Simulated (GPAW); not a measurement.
The O K edge of atom 3 in TaO2 (P4_2/mnm), with 1 Ta at 2.02 Å and 2 Ta at 2.09 Å (distorted trigonal planar, site symmetry m2m), was computed in 2 ways: excited-electron core hole (neutral cell) and no core hole. Program and functional: GPAW, LDA, without spin-orbit coupling, Gaussian full width 0.9 eV up to 4 eV, rising linearly to 3.5 eV at 25 eV; cells of 6 and 12 atoms (the run without a hole in the smaller).

Each run is counted from its own lowest empty level or Fermi level and scaled to a mean of 1 over its first 20 eV.

```
E (eV)  run 1  run 2
  -2.0   0.00   0.00
  -1.5   0.00   0.00
  -1.0   0.00   0.00
  -0.5   0.10   0.09
   0.0   0.54   0.45
   0.5   0.95   0.72
   1.0   1.19   0.82
   1.5   1.35   1.28
   2.0   0.99   1.56
   2.5   0.57   1.25
   3.0   0.59   0.82
   3.5   0.74   0.57
   4.0   1.12   0.53
   4.5   1.80   0.81
   5.0   2.21   1.19
   5.5   2.09   1.52
   6.0   1.94   1.46
   6.5   1.90   1.33
   7.0   1.90   1.48
   7.5   1.74   1.71
   8.0   1.42   1.74
   8.5   1.17   1.60
   9.0   1.04   1.47
   9.5   1.05   1.38
  10.0   1.16   1.36
  10.5   1.27   1.43
  11.0   1.25   1.52
  11.5   1.10   1.52
  12.0   0.91   1.41
  12.5   0.76   1.24
  13.0   0.65   1.05
  13.5   0.55   0.88
  14.0   0.47   0.73
  14.5   0.41   0.61
  15.0   0.36   0.50
  15.5   0.33   0.42
  16.0   0.33   0.36
  16.5   0.35   0.33
  17.0   0.40   0.33
  17.5   0.47   0.35
  18.0   0.56   0.40
  18.5   0.65   0.47
  19.0   0.73   0.54
  19.5   0.77   0.61
  20.0   0.77   0.66
  20.5   0.73   0.67
  21.0   0.68   0.65
  21.5   0.62   0.61
  22.0   0.57   0.56
  22.5   0.53   0.51
  23.0   0.50   0.47
  23.5   0.49   0.44
  24.0   0.49   0.42
  24.5   0.51   0.41
  25.0   0.54   0.40
  25.5   0.59   0.41
  26.0   0.66   0.42
  26.5   0.74   0.45
  27.0   0.83   0.50
  27.5   0.92   0.55
  28.0   0.99   0.61
  28.5   1.06   0.67
  29.0   1.11   0.72
  29.5   1.17   0.76
  30.0   1.23   0.81
  30.5   1.30   0.86
  31.0   1.38   0.93
  31.5   1.45   1.01
  32.0   1.49   1.11
```

Q: Which run is which?

Run 1: excited-electron core hole (neutral cell) (area from −2 to 6 eV 7.6, main maxima 1.4 eV (1.36), 5.1 eV (2.22), 10.7 eV (1.28) and 19.7 eV (0.77)). Run 2: no core hole (area from −2 to 6 eV 6.2, main maxima 2.0 eV (1.56), 5.7 eV (1.54), 7.8 eV (1.76) and 11.3 eV (1.54)). With each curve scaled to its own mean, the area from −2 to 6 eV with the hole is 7.6 against 6.2, and the centre of weight from −1 to 20 eV moves by -0.4 eV: the hole pulls the absorber's empty states down.

[Banner, clock and machine lines of the logs are left out without a mark of their own.]

[Logs are printed without paths, hosts, clocks, repeated set-up lines and the standing remarks that a program may print on its own settings, such as how far it seeks lower states.]

[Hosts, paths, dates, database ids (printed as entryN), source tags and the programs' standing remarks are cut or masked in the printed files.]

[Lists of maxima count a maximum above −3 eV only where it reaches 4 % of the highest in the window and stands out from its surroundings by 2 % of it (1.5 % where it reaches 55 %); shoulders and weaker maxima are passed over, and of the rest the first, up to two pre-edge ones and the few strongest are named.]
